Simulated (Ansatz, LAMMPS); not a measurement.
# Localised basis functions on aqueous K+ and SO4 2-, 2.4 mol of salt per kg of water at 280 K (155 atoms), part 2 of 2

Aim: test how closely localised support functions follow the reference on aqueous K+ and SO4 2-, 2.4 mol of salt per kg of water at 280 K (155 atoms), and at what cost. A setting counts as converged where the r.m.s. difference of forces stays under 1 % of the r.m.s. force.

Ansatz 0.2.0; Kohn-Sham DFT, PBE+D3(BJ), PAW (set soft_2), plane waves.

The cell: 55 O, 2 S, 94 H and 4 K. The network of contacts between molecules at the start is that of the classical potential that made the cell. The concentration wasn't checked against solubility and may exceed it. The density was typed from a rule of thumb and may lie off the real one at this temperature. Sampling is at Γ alone, for a cell whose shortest periodic width is 12 Å.

So far. Step 13 (Support functions medium, radius 5.07 Å): Forces differ from the reference by 2.1 meV/Å r.m.s., 0.33 % of their size, within a tolerance of 1 %; the energy by -0.79 meV/atom. It took 13 times the reference's time (shared host, so rough).

### 16. The first run in detail

The first run, on the default basis, asked for the full analyses, so its electronic structure is set out here.

Length of the force by element:

```
element  coordination  atoms  mean length of the force (eV/Å)  spread   least   most
      H           all     94                            0.905   0.281   0.331   1.56
      K           all      4                            0.368   0.177   0.132  0.624
      O           all     55                            0.983   0.865  0.0756   3.40
      S           all      2                             1.32   0.804   0.512   2.12
```

Löwdin charges by element (they lack the spilled electrons, 0.034 e an atom on average):

```
element  coordination  atoms  mean charge (e)  spread   least    most
      H           all     94            0.384  0.0101   0.363   0.411
      K           all      4            0.842  0.0037   0.837   0.846
      O           all     55           -0.714  0.0466  -0.867  -0.613
      S           all      2             2.57  0.0335    2.54    2.60
```

Density of states as counts of states in windows of 1 eV (from the Fermi level), total and the larger projections:

```
from (eV)  to (eV)  total   O p   H s
      -10       -9    0.0   0.0   0.0
       -9       -8   12.0   7.5   2.7
       -8       -7   46.6  31.8  13.3
       -7       -6   41.5  28.7  10.6
       -6       -5    7.9   5.3   0.8
       -5       -4   29.4  23.5   2.7
       -4       -3   40.1  33.5   2.5
       -3       -2   46.5  41.8   1.2
       -2       -1   69.9  68.3   0.3
       -1        0   32.7  32.2   0.1
        0        1    1.4   1.4   0.0
        1        3    0.0   0.0   0.0
        3        4    0.7   0.0   0.3
        4        5    1.3   0.0   0.7
```

The curve was stored every 0.10 eV, coarse against its broadening of 0.08 eV, so these counts are rough.

With fixed occupations the program's Fermi level is the highest filled level; weight inside the gap is the broadening of levels at its edges.

Between -26 and -10 eV lie 136 more states.

The levels nearest the highest filled one (over half full), pooled over k-points and spins:

```
level less the highest filled one (eV)  occupation
                                -0.522           2
                                -0.456           2
                                -0.430           2
                                -0.327           2
                                -0.286           2
                                     0           2
                                  4.00           0
                                  5.17           0
                                  5.37           0
                                  5.49           0
                                  5.66           0
                                  5.75           0
```

Valence density in the ac plane at fractional y = 0.005, with atoms of O and S and H within 0.2 Å of it. It is the smooth field of the valence electrons, not physical close to the nuclei.

Ten steps, logarithmic in the rise over the least value, from '_' (0.0 e/Å³) to '@' (6.5 e/Å³), each cell a mean:
```
________________..::==**####++::..__..::--==--::::--++**##**==::
________..........--++####**==::____..--++####++----++++++==--..
______..::==++==--==****++==::..____..--**@@@@%%++--::::::....__
______::++%%@@%%++====--::::..______..==**%%%%##==::..__________
____..--++%%@@@@**--....____________..--==++++==::....__________
::------++##%%##++::..________....................::::::....__..
++####****++**++==::..______........____________..::::::::....--
##@@@@%%##++++++==--..________......______________..........::==
**%%%%##**++++++==--..____........________________________....--
==++++==----------::....::----::..__________________________..::
==--::................--==****==::__________......__________..--
##++--..____________..--++####++::________..--====--::......--++
%%##==..____________..--++****==..______..--**%%%%**++--::--**%%
@@%%++::____________..::==++==::________..==%%@@@@%%**==::==##@@
##**--..__________..::--==--::..________..--**%%##**==::..--++##
--::..__________..--++****==::..__________..::----::..____..::--
________________..--**####++::..____________......______________
______________..::==++++++--..______............________________
________..::::::::--==--::..________....::----::..______________
______::==****++--::....______________..::======::..____________
____..--**%%%%##==::__________________..::--==--::..____________
____..::++##%%**==..____________________....::....____......____
______..::==++==::..__......________________________..::----::..
________............::--====--..________......____..--++**++==::
```
Columns run along a (11.5 Å), rows up along c (11.5 Å). Atoms in or near the plane, at fractional coordinates: O at (0.20, 0.81), S at (0.18, 0.69), O at (0.05, 0.67), O at (0.69, 0.88), O at (0.00, 0.43), H at (0.01, 0.52), H at (0.41, 0.44), H at (0.82, 0.94), H at (0.32, 0.88), H at (0.42, 0.98), O at (0.74, 0.43), H at (0.82, 0.44).

Electrostatic potential energy in the ac plane at fractional y = 0.005, with atoms of O and S and H within 0.2 Å of it. With pseudopotentials it is smooth inside the atoms' cores, unlike the true potential.

Ten even steps from '0' (-40 eV) to '9' (6 eV), each cell a mean:
```
99999999999641489999768997565699
99999999987436899998624786268999
99999888861579999998500289899999
99998312775799999998611499999999
99997000699999999997678999999999
99986203799999999999899998899999
84451001689999999999999998899999
30000000589999999999999999999988
51144114799999999999999999999999
88888778999999999999999999999999
57899999999987799999999999999997
04899999999974489999999999999996
04899999999973689999996225579961
02899999999951599999993001048940
37999999999988899999997337789984
99999999998679999999999999999999
99999999997458999999999999999999
99999999975789999999999999999999
99999999975899999999999999999999
99999768999999999999999999999999
99997104999999999999999999999999
99998316999999999999999999999999
99999878999999999999999999999999
99999999999986799999999999987899
```
Columns run along a (11.5 Å; values clipped at the 3rd and 97th percentile), rows up along c (11.5 Å). Atoms in or near the plane, at fractional coordinates: O at (0.20, 0.81), S at (0.18, 0.69), O at (0.05, 0.67), O at (0.69, 0.88), O at (0.00, 0.43), H at (0.01, 0.52), H at (0.41, 0.44), H at (0.82, 0.94), H at (0.32, 0.88), H at (0.42, 0.98), O at (0.74, 0.43), H at (0.82, 0.44).

Mean Löwdin charges: H +0.38, K +0.84, O -0.71, S +2.57 e (they miss 1.1 % of the electrons, so they add up to more than the cell's charge). The largest share in the top eV of filled states is O p (99 % of the projected weight), and in the lowest eV of empty states H s (55 % of the projected weight).

### 17. Structure statistics

Bonds and neighbours are counted at the geometry of the runs.

Density 1.3 g/cm³, 9.850 Å³ an atom.

Pair distribution functions g(r), in bins of 0.2 Å:

```
r (Å)  total   H-H   H-O   H-K   H-S   O-O   O-K
 0.90   2.71  0.00  6.30  0.00  0.00  0.00  0.00
 1.10   2.07  0.00  4.81  0.00  0.00  0.00  0.00
 1.30   0.00  0.00  0.00  0.00  0.00  0.00  0.00
 1.50   0.24  0.00  0.10  0.00  0.00  0.00  0.00
 1.70   1.61  2.53  1.58  0.00  0.00  0.00  0.00
 1.90   0.62  0.41  1.10  0.00  0.00  0.00  0.00
 2.10   0.56  1.18  0.30  0.00  0.00  0.00  0.00
 2.30   0.53  1.10  0.09  0.00  0.00  0.67  0.00
 2.50   0.60  1.10  0.21  0.51  0.99  0.45  0.85
 2.70   0.99  0.94  0.49  0.44  3.44  2.42  3.32
 2.90   1.13  0.92  1.03  0.58  2.31  1.87  3.27
 3.10   1.20  0.87  1.60  1.01  0.34  0.83  2.25
 3.30   1.14  0.89  1.41  2.51  0.29  0.85  0.27
 3.50   1.09  1.00  1.25  1.61  0.26  0.82  0.22
 3.70   1.08  1.08  1.10  1.65  0.69  0.90  0.59
 3.90   1.14  1.28  0.99  1.40  1.05  1.09  1.08
 4.10   1.04  1.01  1.06  0.49  1.17  1.32  0.49
 4.30   0.98  0.97  1.00  0.34  1.55  1.02  1.05
 4.50   0.92  0.95  0.83  0.64  1.77  1.15  0.95
 4.70   1.01  1.10  1.00  0.89  0.73  0.72  1.88
 4.90   0.94  0.96  0.87  1.00  0.82  1.12  1.27
 5.10   0.96  0.95  0.95  1.43  0.62  1.00  0.43
 5.30   0.98  1.00  1.01  1.20  0.93  0.83  0.80
 5.50   1.01  1.02  1.01  1.22  1.39  0.94  1.00
 5.70   1.00  0.96  1.10  0.65  0.80  0.96  0.68
```

A closer look about O4, which bears the longest force: 12 atoms, nearest first, numbered in the order of the input, with positions taken from that point.

```
atom      x      y      z  distance (Å)  Löwdin charge (e)     Fx     Fy  Fz (eV/Å)
  O4   0.00   0.00   0.00          0.00              -0.82  -3.24  -0.32      -0.97
  S2   1.36   0.29   0.37          1.44               2.54   1.25   1.68      -0.35
 H93  -1.16  -1.18  -0.30          1.68               0.38   0.11  -0.62      -0.04
 H27  -0.38  -0.14   2.24          2.27               0.38  -0.47   0.46       1.12
  O5   1.55  -0.15   1.75          2.34              -0.81   0.26  -1.21       2.30
  O1   2.29  -0.31  -0.54          2.37              -0.87   1.85  -2.33      -1.55
  O3   1.67   1.72   0.31          2.42              -0.83  -0.53   2.14       0.63
 H82   0.91  -1.87   1.55          2.59               0.37  -0.26  -0.62       0.03
 O92  -1.94  -1.70  -0.64          2.66              -0.64   0.16  -0.67       0.52
K154  -1.35   2.27   1.04          2.84               0.84  -0.11   0.11       0.28
 H79  -2.26   1.37  -1.18          2.89               0.38  -0.08   0.26      -0.59
 H22  -2.86  -0.49   0.06          2.91               0.38  -0.75   0.19      -0.08
```

### 18. Results

- free energy per atom: -262.4940 eV/atom
- pressure: -0.224 GPa
- r.m.s. force component: 0.6292 eV/Å
- gap (highest filled to lowest empty level): 3.997 eV
- wall time of the 11 DFT runs: 14 min

What this shows: Against plane waves at 750 eV, the forces differ by 2.1 meV/Å (0.32 %) with support functions medium, and by 1.7 meV/Å in the closest run (support functions high). At 155 atoms the fastest of the runs at a preset level, support functions low, takes 3.7 times the time of plane waves, in 11 SCF cycles against 9. Differences between support functions and plane waves include what basis error the plane-wave run still has. As the radius goes from 3.28 to 5.07 Å, the force difference goes from 2.1 to 2.1 meV/Å, and the time from 49 s to 2.6 min.

Between filled and empty levels lie 4.00 eV (at Γ alone); a semilocal functional tends to put such gaps too low. In a disordered cell it changes from sample to sample and from frame to frame.

What to keep in mind: The force components of 0.63 eV/Å r.m.s. reflect the temperature of the frame as well as the gap between the generating potential and DFT, above all in bond lengths inside molecules. The pressure of a single frame lacks the kinetic term.

[Logs are printed without paths, hosts, clocks, repeated set-up lines and the standing remarks that a program may print on its own settings, such as how far it seeks lower states.]

[Hosts, paths, dates, database ids (printed as entryN), source tags and the programs' standing remarks are cut or masked in the printed files.]
